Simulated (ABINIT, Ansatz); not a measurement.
# Sr2MgMoO6 (Fm-3m): G0W0 on several meshes in ABINIT

Wanted: mesh dependence and cost of G0W0 for Sr2MgMoO6 (Fm-3m).

Main program and level: ABINIT 10.8.3; LDA and many-body steps on it, plane waves.

**1. The starting structure**

Symmetry: Fm-3m, No. 225, cubic system. Conventional cell: a = 8.003 Å, b = 8.003 Å, c = 8.003 Å, α = 90.00°, β = 90.00°, γ = 90.00°. Nearest to Sr lie 12 O at 2.83 Å. Nearest to Mg lie 6 O at 2.06 Å. Mo has 6 O at 1.94 Å nearest. Nearest to O lie 1 Mo at 1.94 Å and 1 Mg at 2.06 Å and 4 Sr at 2.83 Å. Farther neighbours and most contacts between anions are not listed.

Coordinates:

```cif
data_structure
_symmetry_space_group_name_H-M 'Fm-3m'
_symmetry_Int_Tables_number 225
_cell_length_a 8.0030
_cell_length_b 8.0030
_cell_length_c 8.0030
_cell_angle_alpha 90.000
_cell_angle_beta 90.000
_cell_angle_gamma 90.000
_cell_volume 512.58
loop_
_atom_site_label
_atom_site_type_symbol
_atom_site_symmetry_multiplicity
_atom_site_Wyckoff_symbol
_atom_site_fract_x
_atom_site_fract_y
_atom_site_fract_z
_atom_site_occupancy
Sr1 Sr 8 c 0.25000 0.75000 0.75000 1
Mg1 Mg 4 b 0.50000 0.00000 0.00000 1
Mo1 Mo 4 a 0.00000 0.00000 0.00000 1
O1 O 24 e 0.24274 0.00000 0.00000 1
```

The cell and positions are those that the Materials Project relaxed with its own functionals (PBE, PBE+U or r2SCAN), kept fixed.

**2. Empty states on the mesh, 2×2×2 mesh, 272 bands**

This step: ABINIT 10.8.3; DFT, LDA, plane waves, norm-conserving pseudopotentials.

The sums over transitions need many empty states on a uniform mesh; this step solves for them.

Input file run.abi:

```
acell 3*1.0 Angstrom
rprim 
  0.000000000000 4.001502000000 4.001502000000
  4.001502000000 0.000000000000 4.001502000000
  4.001502000000 4.001502000000 -0.000000000000
ntypat 4
znucl 38 12 42 8
natom 10
typat 1 1 2 3 4 4 4 4 4 4
xred 
  0.250000000000 0.250000000000 0.250000000000
  0.750000000000 0.750000000000 0.750000000000
  0.500000000000 0.500000000000 0.500000000000
  -0.000000000000 0.000000000000 0.000000000000
  0.757256000000 0.242744000000 0.242744000000
  0.242744000000 0.757256000000 0.757256000000
  0.242744000000 0.757256000000 0.242744000000
  0.757256000000 0.242744000000 0.757256000000
  0.242744000000 0.242744000000 0.757256000000
  0.757256000000 0.757256000000 0.242744000000
pp_dirpath "pseudos"
pseudos "Sr.upf, Mg.upf, Mo.upf, O.upf"
ecut 38
ngkpt 2 2 2
nshiftk 1
shiftk 0 0 0
kptopt 1
chksymbreak 0
iscf -2
irdden 1
istwfk *1
nband 272
nbdbuf 24
tolwfr 1e-09
nstep 60
prtvol 0
indata_prefix "in"
outdata_prefix "out"
tmpdata_prefix "tmp"
```

Run with:

```console
$ OMP_NUM_THREADS=1 mpirun -n 4 abinit run.abi > log
```

Numbers of over 12 decimals in the logs are rounded to 6 here.

The program printed:

```text
.Version 10.8.3 of ABINIT. v10.8.2 released Aug 2026.

 Symmetries : space group Fm -3 m (#225); Bravais cF (face-center cubic)
[... echo of the input left out ...]
== DATASET  1 ==================================================================
-   mpi_nproc: 4, omp_nthreads: 1 (-1 if OMP is not activated)
-    --> not optimal distribution: autoparal keyword recommended in input file <--

--- !DatasetInfo
iteration_state: {dtset: 1, }
dimensions: {natom: 10, nkpt: 3, mband: 272, nsppol: 1, nspinor: 1, nspden: 1, mpw: 9721, }
cutoff_energies: {ecut:  38.0, pawecutdg:  -1.0, }
[...]
2.93936    2.93937    2.96373    2.96373    2.96397    2.96614    2.96620    2.96634
   2.98113    2.98122    2.98190    2.99213    2.99242    2.99475    2.99717    3.01068
 prteigrs : prtvol=0 or 1, do not print more k-points.

== END DATASET(S) ==============================================================
================================================================================

 -outvars: echo values of variables after computation  --------
            nband         272
             nkpt           3
          spgroup         225
 [... the other variables as echoed above ...]

 Calculation completed.
```

Elapsed: 4.8 min, on 4 MPI ranks of Arm Neoverse N1, shared host; peak memory 0.44 GiB; 19 min of CPU time.

Numbers from this step:

| Property | Result |
| --- | --- |
| gap | 1.888 eV |
| k of the valence top | 0, 0, 0 |
| k of the conduction bottom | 0.5, 0.5, 0 |
| least direct gap | 1.966 eV |
| k points computed | 3 |
| lowest point of the top converged band, above the valence top | 71.5363 eV |

On this mesh the gap is 1.888 eV.

The density comes from a self-consistent run that is not shown.

**3. Screening, 2×2×2 mesh, 124 bands, screening to 114.3 eV**

The RPA dielectric matrix is built and inverted for each q.

This step: RPA screening on LDA, plane waves, norm-conserving pseudopotentials.

Changes to run.abi since step 2:

```diff
@@ -28,10 +28,11 @@
 chksymbreak 0
-iscf -2
-irdden 1
 istwfk *1
-nband 272
-nbdbuf 24
-tolwfr 1e-09
-nstep 60
-prtvol 0
+occopt 1
+irdwfk 1
+optdriver 3
+nband 124
+ecuteps 4.2
+inclvkb 2
+awtr 1
+symchi 1
 indata_prefix "in"
```

The program printed:

```text
.Version 10.8.3 of ABINIT. v10.8.2 released Aug 2026.

 Symmetries : space group Fm -3 m (#225); Bravais cF (face-center cubic)
[... echo of the input left out ...]
== DATASET  1 ==================================================================
-   mpi_nproc: 4, omp_nthreads: 1 (-1 if OMP is not activated)

--- !DatasetInfo
iteration_state: {dtset: 1, }
dimensions: {natom: 10, nkpt: 3, mband: 124, nsppol: 1, nspinor: 1, nspden: 1, mpw: 9721, }
cutoff_energies: {ecut:  38.0, pawecutdg:  -1.0, }
electrons: {nelect:   8.00000000E+01, charge:   0.00000000E+00, occopt:   1.00000000E+00, tsmear:   1.00000000E-02, }

 SCREENING: Calculation of the susceptibility and dielectric matrices

 Based on a program developped by R.W. Godby, V. Olevano, G. Onida, and L. Reining.
 Incorporated in ABINIT by V. Olevano, G.-M. Rignanese, and M. Torrent.
.Using double precision arithmetic ; gwpc =  8

[... cell and pseudopotentials left out ...]
--------------------------------------------------------------------------------

 ==== K-mesh for the wavefunctions ====
 Number of points in the irreducible wedge :     3
[... list of points left out ...]
 Together with 48 symmetry operations and time-reversal symmetry
 yields     8 points in the full Brillouin Zone.

 ==== Q-mesh for the screening function ====
 Number of points in the irreducible wedge :     3
[... list of points left out ...]
 Together with 48 symmetry operations and time-reversal symmetry
 yields     8 points in the full Brillouin Zone.

 setmesh: FFT mesh size selected  =    40x   40x   40
          total number of points  =        64000

 vcoul_init : cutoff-mode = AUXILIARY_FUNCTION
 q-points for optical limit:   1
     1)      0.000010    0.000020    0.000030

- screening: taking advantage of time-reversal symmetry
- Maximum band index for partially occupied states nbvw = 40
- Remaining bands to be divided among processors   nbcw = 84
- Number of bands treated by each node ~21

 Number of electrons calculated from density =   80.0000; Expected =   80.0000
 average of density, n =  0.092511
 r_s =    1.3716
 omega_plasma =   29.3395 [eV]

 calculating chi0 at frequencies [eV] :
  1    0.000000E+00    0.000000E+00
  2    0.000000E+00    2.933950E+01

--------------------------------------------------------------------------------
  q-point number  1        q = ( 0.000000, 0.000000, 0.000000) [r.l.u.]
--------------------------------------------------------------------------------
[... chi0 elements left out ...]
 For q-point:  0.000010 0.000020 0.000030
  dielectric constant =   6.0336
  dielectric constant without local fields =   7.7269

  Average fulfillment of the sum rule on Im[epsilon] for q-point    1 :     44.15  [%]
[... wings left out ...]
  q-point number  2        q = ( 0.500000, 0.000000, 0.000000) [r.l.u.]
--------------------------------------------------------------------------------
[... chi0 elements left out ...]
  Average fulfillment of the sum rule on Im[epsilon] for q-point    2 :     51.11  [%]

 [... 1 further q-points ...]
```

Run time: 77 s. Hardware: 4 MPI ranks; peak memory 1.6 GiB; 5.1 min of CPU time.

Numbers from this step:

| Quantity | Value |
| --- | --- |
| ε∞ with local fields, on this mesh, along the program's q direction | 6.034 |
| the same without local fields | 7.727 |
| plasma frequency | 29.34 eV |
| plane waves in the screening matrix | 339 |

Local fields lower ε∞ by 22 %. On a Γ-centred mesh this coarse the value itself is usually too large, while a short band sum pulls it down.

**4. 2×2×2**

The self-energy is evaluated for the states that the input lists, and the levels follow from it, in one-shot runs by the linearised quasiparticle equation.

This step: G0W0 on LDA, plane waves, norm-conserving pseudopotentials.

Changes to run.abi since step 3:

```diff
@@ -31,8 +31,17 @@
 irdwfk 1
-optdriver 3
+optdriver 4
 nband 124
+gwcalctyp 0
+ecutsigx 38
+symsigma 1
+nkptgw 2
+kptgw 
+  0.0000000000 0.0000000000 0.0000000000
+  0.5000000000 0.5000000000 0.0000000000
+bdgw 
+  38 43
+  38 43
 ecuteps 4.2
-inclvkb 2
-awtr 1
-symchi 1
+irdscr 1
+ppmodel 1
 indata_prefix "in"
```

The program printed:

```text
.Version 10.8.3 of ABINIT. v10.8.2 released Aug 2026.

 Symmetries : space group Fm -3 m (#225); Bravais cF (face-center cubic)
[... echo of the input left out ...]
== DATASET  1 ==================================================================
-   mpi_nproc: 4, omp_nthreads: 1 (-1 if OMP is not activated)

--- !DatasetInfo
iteration_state: {dtset: 1, }
dimensions: {natom: 10, nkpt: 3, mband: 124, nsppol: 1, nspinor: 1, nspden: 1, mpw: 9721, }
cutoff_energies: {ecut:  38.0, pawecutdg:  -1.0, }
electrons: {nelect:   8.00000000E+01, charge:   0.00000000E+00, occopt:   1.00000000E+00, tsmear:   1.00000000E-02, }

 SIGMA: Calculation of the GW corrections

 Based on a program developped by R.W. Godby, V. Olevano, G. Onida, and L. Reining.
 Incorporated in ABINIT by V. Olevano, G.-M. Rignanese, and M. Torrent.
.Using double precision arithmetic ; gwpc =  8

[... cell and pseudopotentials left out ...]
--------------------------------------------------------------------------------

 ==== K-mesh for the wavefunctions ====
 Number of points in the irreducible wedge :     3
[... list of points left out ...]
 Together with 48 symmetry operations and time-reversal symmetry
 yields     8 points in the full Brillouin Zone.

 ==== Q-mesh for screening function ====
 Number of points in the irreducible wedge :     3
[... list of points left out ...]
 Together with 48 symmetry operations and time-reversal symmetry
 yields     8 points in the full Brillouin Zone.

 vcoul_init : cutoff-mode = AUXILIARY_FUNCTION
 q-points for optical limit:   1
     1)      0.000010    0.000020    0.000030
 setmesh: FFT mesh size selected  =    60x   60x   60
          total number of points  =       216000

 Number of electrons calculated from density =   80.0000; Expected =   80.0000
 average of density, n =  0.092511
 r_s =    1.3716
 omega_plasma =   29.3395 [eV]

 === KS Band Gaps ===
  >>>> For spin  1
   Minimum direct gap =   1.9664 [eV], located at k-point      :   0.5000  0.5000  0.0000
   Fundamental gap    =   1.8877 [eV], Top of valence bands at :   0.0000  0.0000  0.0000
                                       Bottom of conduction at :   0.5000  0.5000  0.0000
 SIGMA fundamental parameters:
 PLASMON POLE MODEL  1
 number of plane-waves for SigmaX                 9721
 number of plane-waves for SigmaC and W            339
 number of plane-waves for wavefunctions          9721
 number of bands                                   124
 number of independent spin polarizations            1
 number of spinorial components                      1
 number of k-points in IBZ                           3
 number of q-points in IBZ                           3
 number of symmetry operations                      48
 number of k-points in BZ                            8
 number of q-points in BZ                            8
 number of frequencies for dSigma/dE                 9
 frequency step for dSigma/dE [eV]                0.25
 number of omega for Sigma on real axis              0
 max omega for Sigma on real axis  [eV]           0.00
 zcut for avoiding poles [eV]                     0.10

 EPSILON^-1 parameters (SCR file):
 dimension of the eps^-1 matrix on file            339
 dimension of the eps^-1 matrix used               339
 number of plane-waves for wavefunctions          9721
 number of bands                                   124
 number of q-points in IBZ                           3
 number of frequencies                               2
 number of real frequencies                          1
 number of imag frequencies                          1

 matrix elements of self-energy operator (all in [eV])

 Perturbative Calculation

--- !SelfEnergy_ee
iteration_state: {dtset: 1, }
kpoint     : [   0.000,    0.000,    0.000, ]
spin       : 1
KS_gap     :    2.061
QP_gap     :    3.812
Delta_QP_KS:    1.752
data: !SigmaeeData |
     Band     E0 <VxcDFT>   SigX SigC(E0)      Z dSigC/dE  Sig(E)    E-E0       E
       38   5.832 -19.807 -24.455   5.008   0.774  -0.292 -19.528   0.279   6.111
       39   5.832 -19.807 -24.455   5.008   0.774  -0.292 -19.528   0.279   6.111
       40   5.832 -19.807 -24.455   5.008   0.774  -0.292 -19.528   0.279   6.111
       41   7.893 -18.025 -12.669  -2.844   0.808  -0.237 -15.994   2.030   9.923
       42   7.893 -18.025 -12.669  -2.844   0.808  -0.237 -15.994   2.030   9.923
       43   7.893 -18.025 -12.669  -2.844   0.808  -0.237 -15.994   2.030   9.923

--- !SelfEnergy_ee
iteration_state: {dtset: 1, }
kpoint     : [   0.500,    0.500,    0.000, ]
spin       : 1
KS_gap     :    1.966
QP_gap     :    3.749
Delta_QP_KS:    1.783
data: !SigmaeeData |
     Band     E0 <VxcDFT>   SigX SigC(E0)      Z dSigC/dE  Sig(E)    E-E0       E
[...]
41   7.720 -17.698 -12.015  -3.160   0.815  -0.227 -15.641   2.057   9.777
       42   8.834 -19.782 -14.394  -2.663   0.774  -0.291 -17.672   2.110  10.944
       43   8.834 -19.782 -14.394  -2.663   0.774  -0.291 -17.672   2.110  10.944

== END DATASET(S) ==============================================================
================================================================================

 -outvars: echo values of variables after computation  --------
           etotal      0.0000000000E+00
            nband         124
             nkpt           3
          spgroup         225
 [... the other variables as echoed above ...]

 Calculation completed.
```

Run time: 24 s. Hardware: 4 MPI ranks; peak memory 1.4 GiB.

Numbers from this step:

| Item | Value |
| --- | --- |
| G0W0 gap on the points computed | 3.666 eV |
| starting gap on the mesh | 1.888 eV |
| k of the valence top | 0, 0, 0 |
| k of the conduction bottom | 0.5, 0.5, 0 |
| Z at the valence top | 0.774 |
| Z at the conduction bottom | 0.815 |
| least direct G0W0 gap on the computed points | 3.750 eV |

The gap on the mesh goes from 1.89 eV to 3.67 eV, a correction of +1.78 eV.

**5. Empty states on the mesh, 4×4×4 mesh, 136 bands**

This step: DFT, LDA, plane waves, norm-conserving pseudopotentials.

Changes to run.abi since step 4:

```diff
@@ -23,3 +23,3 @@
 ecut 38
-ngkpt 2 2 2
+ngkpt 4 4 4
 nshiftk 1
@@ -28,20 +28,10 @@
 chksymbreak 0
+iscf -2
+irdden 1
 istwfk *1
-occopt 1
-irdwfk 1
-optdriver 4
-nband 124
-gwcalctyp 0
-ecutsigx 38
-symsigma 1
-nkptgw 2
-kptgw 
-  0.0000000000 0.0000000000 0.0000000000
-  0.5000000000 0.5000000000 0.0000000000
-bdgw 
-  38 43
-  38 43
-ecuteps 4.2
-irdscr 1
-ppmodel 1
+nband 136
+nbdbuf 12
+tolwfr 1e-09
+nstep 60
+prtvol 0
 indata_prefix "in"
```

The program printed:

```text
.Version 10.8.3 of ABINIT. v10.8.2 released Aug 2026.

 Symmetries : space group Fm -3 m (#225); Bravais cF (face-center cubic)
[... echo of the input left out ...]
== DATASET  1 ==================================================================
-   mpi_nproc: 4, omp_nthreads: 1 (-1 if OMP is not activated)

--- !DatasetInfo
iteration_state: {dtset: 1, }
dimensions: {natom: 10, nkpt: 8, mband: 136, nsppol: 1, nspinor: 1, nspden: 1, mpw: 9721, }
cutoff_energies: {ecut:  38.0, pawecutdg:  -1.0, }
[...]
1.53083    1.54245    1.57290    1.57290    1.57290    1.59783    1.65079    1.67349
   1.67349    1.67350    1.70741    1.70747    1.70858    1.73024    1.73063    1.75548
 prteigrs : prtvol=0 or 1, do not print more k-points.

== END DATASET(S) ==============================================================
================================================================================

 -outvars: echo values of variables after computation  --------
            nband         136
             nkpt           8
          spgroup         225
 [... the other variables as echoed above ...]

 Calculation completed.
```

Elapsed: 3 min, on 4 MPI ranks; peak memory 0.55 GiB.

This step gave:

- gap: 1.888 eV
- k of the valence top: 0, 0, 0
- k of the conduction bottom: 0.5, 0.5, 0
- least direct gap: 1.966 eV
- k points computed: 8
- lowest point of the top converged band, above the valence top: 36.21 eV

On this mesh the gap is 1.888 eV.

**6. Screening, 4×4×4 mesh, 124 bands, screening to 114.3 eV**

This step: RPA screening on LDA, plane waves, norm-conserving pseudopotentials.

Changes to run.abi since step 5:

```diff
@@ -28,10 +28,11 @@
 chksymbreak 0
-iscf -2
-irdden 1
 istwfk *1
-nband 136
-nbdbuf 12
-tolwfr 1e-09
-nstep 60
-prtvol 0
+occopt 1
+irdwfk 1
+optdriver 3
+nband 124
+ecuteps 4.2
+inclvkb 2
+awtr 1
+symchi 1
 indata_prefix "in"
```

The program printed:

```text
.Version 10.8.3 of ABINIT. v10.8.2 released Aug 2026.

 Symmetries : space group Fm -3 m (#225); Bravais cF (face-center cubic)
[... echo of the input left out ...]
== DATASET  1 ==================================================================
-   mpi_nproc: 4, omp_nthreads: 1 (-1 if OMP is not activated)

--- !DatasetInfo
iteration_state: {dtset: 1, }
dimensions: {natom: 10, nkpt: 8, mband: 124, nsppol: 1, nspinor: 1, nspden: 1, mpw: 9721, }
cutoff_energies: {ecut:  38.0, pawecutdg:  -1.0, }
electrons: {nelect:   8.00000000E+01, charge:   0.00000000E+00, occopt:   1.00000000E+00, tsmear:   1.00000000E-02, }

 SCREENING: Calculation of the susceptibility and dielectric matrices

 Based on a program developped by R.W. Godby, V. Olevano, G. Onida, and L. Reining.
 Incorporated in ABINIT by V. Olevano, G.-M. Rignanese, and M. Torrent.
.Using double precision arithmetic ; gwpc =  8

[... cell and pseudopotentials left out ...]
--------------------------------------------------------------------------------

 ==== K-mesh for the wavefunctions ====
 Number of points in the irreducible wedge :     8
[... list of points left out ...]
 Together with 48 symmetry operations and time-reversal symmetry
 yields    64 points in the full Brillouin Zone.

 ==== Q-mesh for the screening function ====
 Number of points in the irreducible wedge :     8
[... list of points left out ...]
 Together with 48 symmetry operations and time-reversal symmetry
 yields    64 points in the full Brillouin Zone.

 setmesh: FFT mesh size selected  =    40x   40x   40
          total number of points  =        64000

 vcoul_init : cutoff-mode = AUXILIARY_FUNCTION
 q-points for optical limit:   1
     1)      0.000010    0.000020    0.000030

- screening: taking advantage of time-reversal symmetry
- Maximum band index for partially occupied states nbvw = 40
- Remaining bands to be divided among processors   nbcw = 84
- Number of bands treated by each node ~21

 Number of electrons calculated from density =   80.0000; Expected =   80.0000
 average of density, n =  0.092511
 r_s =    1.3716
 omega_plasma =   29.3395 [eV]

 calculating chi0 at frequencies [eV] :
  1    0.000000E+00    0.000000E+00
  2    0.000000E+00    2.933950E+01

--------------------------------------------------------------------------------
  q-point number  1        q = ( 0.000000, 0.000000, 0.000000) [r.l.u.]
--------------------------------------------------------------------------------
[... chi0 elements left out ...]
 For q-point:  0.000010 0.000020 0.000030
  dielectric constant =   4.8701
  dielectric constant without local fields =   6.2732

  Average fulfillment of the sum rule on Im[epsilon] for q-point    1 :     44.07  [%]
[... wings left out ...]
  q-point number  2        q = ( 0.250000, 0.000000, 0.000000) [r.l.u.]
--------------------------------------------------------------------------------
[... chi0 elements left out ...]
  Average fulfillment of the sum rule on Im[epsilon] for q-point    2 :     56.63  [%]

 [... 6 further q-points ...]
```

Run time: 9.3 min. Hardware: 4 MPI ranks; peak memory 3.1 GiB.

Numbers from this step:

```yaml
eps_infinity_with_local_fields_on_this_mesh_along_the_program_s_q_direction: 4.870
the_same_without_local_fields: 6.273
plasma_frequency: 29.34 eV
plane_waves_in_the_screening_matrix: 339
```

(Part 1 of 2 ends here.)

[Paths, hosts, dates, memory and timing lines, banners, echoed tables and standing remarks are left out of the program output.]

[Logs are printed without paths, hosts, clocks, repeated set-up lines and the standing remarks that a program may print on its own settings, such as how far it seeks lower states.]

[Runs of the session that timed out or met a known fault of the program may be left out.]

[Hosts, paths, dates, database ids (printed as entryN), source tags and the programs' standing remarks are cut or masked in the printed files.]

[G0W0 gaps are taken among the corrected bands and points alone; a level outside them can change the order at an edge.]

[Where Ansatz stands beside ABINIT at settings called matched, ABINIT's density can come from a denser mesh and the files from another edition; pairs whose starting gaps differed by over 0.03 eV were left out, so agreement reads better than it is.]
